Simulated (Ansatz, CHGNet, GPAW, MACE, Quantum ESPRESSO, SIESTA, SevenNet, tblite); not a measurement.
# Forces in KH6C3NO5 (P2_1/c) (64 atoms), program by program

Aim: forces, pressure and gap of KH6C3NO5 (P2_1/c) (64 atoms) at one geometry, from other programs and methods, against plane-wave PBE.

Results are calculated, not measured.

**1. The structure**

The cell holds 64 atoms (4 K, 24 H, 12 C, 4 N and 20 O), with edges of 7.46, 13.00 and 6.82 Å. Recipe: KH6C3NO5, space group P2_1/c, structure from the Crystallography Open Database, 1 x 1 x 1 conventional cells; every coordinate displaced by a Gaussian of 0.01 Å; bonds to H set to neutron lengths (C-H 1.089, N-H 1.015, O-H 0.983, B-H 1.19 Å) where the listed ones are shorter. Then every atom was moved at random, 0.05 Å r.m.s. a Cartesian component (hydrogen 0.6 of that). The density is 1.83 g/cm³.

**2. The reference input**

Quantum ESPRESSO 7.5: Kohn-Sham DFT, PBE, SSSP efficiency 1.3.0 pseudopotentials, plane waves. Its input, pw.in:

```
&control
  calculation = 'scf'
  pseudo_dir = './pseudo'
  outdir = './tmp'
  disk_io = 'none'
  tprnfor = .true.
  tstress = .true.
/
&system
  ibrav = 0
  nat = 64
  ntyp = 5
  ecutwfc = 60
  ecutrho = 480
  nosym = .true.
  occupations = 'smearing'
  smearing = 'fd'
  degauss = 0.003675
/
&electrons
  conv_thr = 3.2e-07
  electron_maxstep = 100
  mixing_beta = 0.4
  mixing_mode = 'plain'
  diagonalization = 'david'
/
ATOMIC_SPECIES
K 39.098 K.upf
H 1.008 H.upf
C 12.011 C.upf
N 14.007 N.upf
O 15.999 O.upf
CELL_PARAMETERS angstrom
7.45700 0.00000 0.00000
0.00000 13.00200 0.00000
-1.81118 0.00000 6.57096
ATOMIC_POSITIONS crystal
K 0.49354 0.63839 0.07791
K 0.49071 0.14022 0.40100
K 0.49405 0.36167 0.89725
K 0.50933 0.86276 0.59056
[... 58 atom lines left out ...]
O 0.21432 0.48719 0.95221
O 0.77521 0.98540 0.54028
K_POINTS gamma
```

```console
$ OMP_NUM_THREADS=1 mpirun -np 2 pw.x -in pw.in > output.txt
```

Elapsed: 74 s, on 2 MPI ranks of Arm Neoverse V2, shared host; peak memory 1.6 GiB; 2.5 min of CPU time.

It converged with an r.m.s. force component of 2.0 eV/Å and a pressure of 1.7 GPa.

Its highest filled and lowest empty levels lie 3.55 eV apart on its k-points.

**3. What was run beside it**

- CHGNet: machine-learned potential, published weights.
- GPAW 26.7.0: PAW with atomic orbitals (LCAO), plane waves or a real-space grid of spacing h.
- MACE: machine-learned potential, published weights.
- Quantum ESPRESSO 7.5: plane waves; labels (QE) give functional, pseudopotential set and cutoffs of waves/density.
- SIESTA 5.4.2: numerical atomic orbitals, whose automatically made sets are far from complete, with PseudoDojo norm-conserving potentials that we converted to its format (checked against plane waves on the same files for H, C, O, Si, Ge and Ca alone); labels give functional, basis size, energy shift and mesh cutoff.
- SevenNet: machine-learned potential, published weights.
- tblite 0.8.0: extended tight binding, driven from Python.

All use the same cell and atoms, and the electronic-structure runs the same k-mesh.

**4. Side by side**

Differences are against the reference: forces as r.m.s. over components, share as that over the reference's r.m.s. force, slope as the fitted ratio of a run's forces to the reference's.

| run | Δ force, r.m.s. (meV/Å) | share (%) | slope | Δ pressure (GPa) | Δ gap (eV) | cores | CPU time | memory (GiB) |
| --- | --- | --- | --- | --- | --- | --- | --- | --- |
| reference | - | - | - | - | - | 2 | 2.5 min | 1.6 |
| CHGNet 0.3.0 potential | 433 | 21.5 | 0.888 | 0.691 | - | 1 | 3.5 s | 1.4 |
| GPAW PBE, LCAO dzp, h 0.18 Å | 428 | 21.3 | 1.068 | - | 0.0239 | 1 | 89 s | 0.83 |
| GPAW PBE, LCAO dzp, h 0.18 Å, other mixer settings | 428 | 21.3 | 1.068 | - | 0.0235 | 2 | 2.1 min | 0.99 |
| GPAW PBE, LCAO sz(dzp), h 0.18 Å (coarse) | 2766 | 137 | 1.277 | - | -0.499 | 1 | 34 s | 0.64 |
| GPAW revPBE, LCAO dzp, h 0.18 Å | 433 | 21.5 | 1.070 | - | 0.0692 | 1 | 90 s | 0.83 |
| MACE MP-0b2 small potential | 211 | 10.5 | 0.980 | 0.277 | - | 1 | 7.1 s | 0.66 |
| QE PBE, dojo-0.4.1-standard, 80/320 Ry | 116 | 5.77 | 0.979 | -0.46 | 0.0011 | 2 | 1.8 min | 0.78 |
| SIESTA PBE, DZP, shift 0.002 Ry, mesh 500 Ry | 401 | 19.9 | 1.065 | 3.48 | -3.0e-4 | 2 | 5.4 min | 1.8 |
| SIESTA PBE, DZP, shift 0.01 Ry, mesh 500 Ry | 306 | 15.2 | 1.054 | 1.86 | 0.0214 | 2 | 2.5 min | 1.3 |
| SIESTA PBE, SZ, shift 0.02 Ry, mesh 500 Ry (coarse) | 2716 | 135 | 1.292 | 18.7 | -0.571 | 1 | 38 s | 0.48 |
| SIESTA PBE, SZP, shift 0.01 Ry, mesh 500 Ry (coarse) | 1329 | 66.0 | 1.162 | 8.14 | -0.103 | 2 | 2.1 min | 1.2 |
| SIESTA PBE, TZP, shift 0.01 Ry, mesh 500 Ry | 281 | 14.0 | 1.044 | 1.50 | 0.012 | 2 | 3.2 min | 1.4 |
| SevenNet 0 potential | 228 | 11.3 | 0.988 | -0.256 | - | 1 | 7.4 s | 0.91 |
| tblite GFN1-xTB | 493 | 24.5 | 0.965 | -4.76 | - | 1 | 2.1 s | 0.12 |

Rows marked coarse were listed beforehand as settings not expected to be converged; some can still land near the reference.

Times of the machine-learned potentials are mostly Python's start and the loading of weights.

CPU time is summed over cores on shared hosts, so it is rough.

**5. What came out**

Forces lie from 5.8 % (QE PBE, dojo-0.4.1-standard, 80/320 Ry) to 137 % (GPAW PBE, LCAO sz(dzp), h 0.18 Å, coarse) of the reference's r.m.s. force of 2.0 eV/Å away from it. Other PBE runs on plane waves or a grid: QE PBE, dojo-0.4.1-standard, 80/320 Ry 5.8 % of the r.m.s. force; the reference has errors of its own, so differences under a few per cent don't tell which side is nearer the exact PBE result. The PBE runs in local orbitals, coarse settings apart, differ by 14 % (SIESTA PBE, TZP, shift 0.01 Ry, mesh 500 Ry) to 21 % (GPAW PBE, LCAO dzp, h 0.18 Å, other mixer settings); basis, grid and potentials can all enter. Tight binding differs by 24 % (tblite GFN1-xTB); it is another model, with fitted parameters of its own, and the xTB methods hold dispersion.

Machine-learned potentials differ by 10 % (MACE MP-0b2 small potential) to 22 % (CHGNet 0.3.0 potential); they were trained on other programs' data. Rows with another functional or a dispersion term differ by 21 % (GPAW revPBE, LCAO dzp, h 0.18 Å), which mixes the change of model with differences of basis and potentials. Runs with settings chosen to be coarse differ by 66 % (SIESTA PBE, SZP, shift 0.01 Ry, mesh 500 Ry) to 137 % (GPAW PBE, LCAO sz(dzp), h 0.18 Å), their programs' other errors included. Pressures at PBE, coarse settings apart, lie -0.46 to +3.48 GPa from the reference's. Gaps at PBE, coarse settings apart, lie -0.00 to +0.02 eV from the reference's, on k-points that hold the band edges only if these fold onto them.

Caveats: Periodic xTB results under one method name differ between programs and library versions. With short bonds to hydrogen, sets of potentials differ among themselves by several per cent in forces even at converged cutoffs, so the reference isn't exact here either. The reference's pressure holds the uncorrected Pulay stress of its 60 Ry basis, so small pressure differences may be the reference's own error. Machine-learned potentials mimic data converged in k, so the reference's own k-point error enters their differences. The reference's stress is far from hydrostatic: its diagonal is 3.1, -0.8, 2.7 GPa, compression counted positive. The reference's PBE has no dispersion term, which matters for the binding between molecules or layers. The published positions, changed by the recipe (random displacements or longer bonds to H), lie far from the minimum at this level of theory. The electronic-structure runs sample only Γ, in a cell whose shortest periodic width is 7 Å. The reference's pressure of 1.7 GPa reflects the volume that the recipe set, positions that aren't this level's minimum and the coarse k-sampling. Where levels are smeared, the DFT runs use Fermi–Dirac occupations at 580 K (0.05 eV), and energies are free energies. The atoms were displaced at random, and shares hang on the size of the forces that this gives. The reference's cutoffs and mesh weren't converged further here.

[Logs are printed without paths, hosts, clocks, repeated set-up lines and the standing remarks that a program may print on its own settings, such as how far it seeks lower states.]

[Hosts, paths, dates, database ids (printed as entryN), source tags and the programs' standing remarks are cut or masked in the printed files.]

[Cells were taken only where this reference lay near another plane-wave run.]
